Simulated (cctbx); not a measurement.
# PrNd2HoSi8: as given, inverted or twinned?

Space group Pmm2 (no. 25), a = 4.0800 Å, b = 4.1260 Å, c = 14.1500 Å, α = 90.00°, β = 90.00°, γ = 90.00°.

| atom | mult. | x | y | z | Ueq (Å²) |
| --- | --- | --- | --- | --- | --- |
| Ho1 | 1 | 0 | 1/2 | 0.3731 | 0.0048 |
| Nd1 | 1 | 1/2 | 0 | 0.8744 | 0.0037 |
| Nd2 | 1 | 1/2 | 1/2 | 0.1243 | 0.0046 |
| Pr1 | 1 | 0 | 0 | 0.6241 | 0.0038 |
| Si1 | 1 | 1/2 | 0 | 0.4604 | 0.0073 |
| Si2 | 1 | 0 | 1/2 | 0.9563 | 0.0078 |
| Si3 | 1 | 0 | 0 | 0.0423 | 0.0076 |
| Si4 | 1 | 1/2 | 1/2 | 0.5423 | 0.0060 |
| Si5 | 1 | 1/2 | 0 | 0.2943 | 0.0076 |
| Si6 | 1 | 0 | 1/2 | 0.7942 | 0.0083 |
| Si7 | 1 | 0 | 0 | 0.2099 | 0.0077 |
| Si8 | 1 | 1/2 | 1/2 | 0.7073 | 0.0067 |

The model is made up (kin elements in a known structure type, no relaxation), so it says nothing on whether the phase exists.

Data sets are simulated with cctbx and refined with Bijvoet mates kept apart; Flack x is then fitted as the share of an inverted twin with the atoms fixed, Hooft y from the Bijvoet differences. The group is acentric but holds improper operations, so there is an absolute structure (orientation) and no hand.

Untwinned crystal. What Flack and Hooft values should come out?

```csv
λ (Å),extinction (unmodelled),d min (Å),top counts,error (%),model,R1,Flack x,s.u.,Hooft y,s.u.,pairs
0.71073,0,0.77,20000,1.5,as given,0.0122,-0.02,0.05,0.012,0.032,339
0.71073,0,0.77,20000,1.5,inverted,0.0182,0.15,0.06,0.751,0.033,339
1.54184,0,0.83,20000,3,as given,0.0193,0.00,0.03,0.007,0.014,270
```

With Mo Kα, x is within 3 s.u. of 0, so the absolute structure is right, though an s.u. above 0.04 can't exclude a small twin share. With Cu Kα, x is within 3 s.u. of 0, so the absolute structure is right. The inverted model doesn't give 1 − x: the structure is pseudo-centrosymmetric, and the refinement slid into another minimum.

[Logs are printed without paths, hosts, clocks, repeated set-up lines and the standing remarks that a program may print on its own settings, such as how far it seeks lower states.]
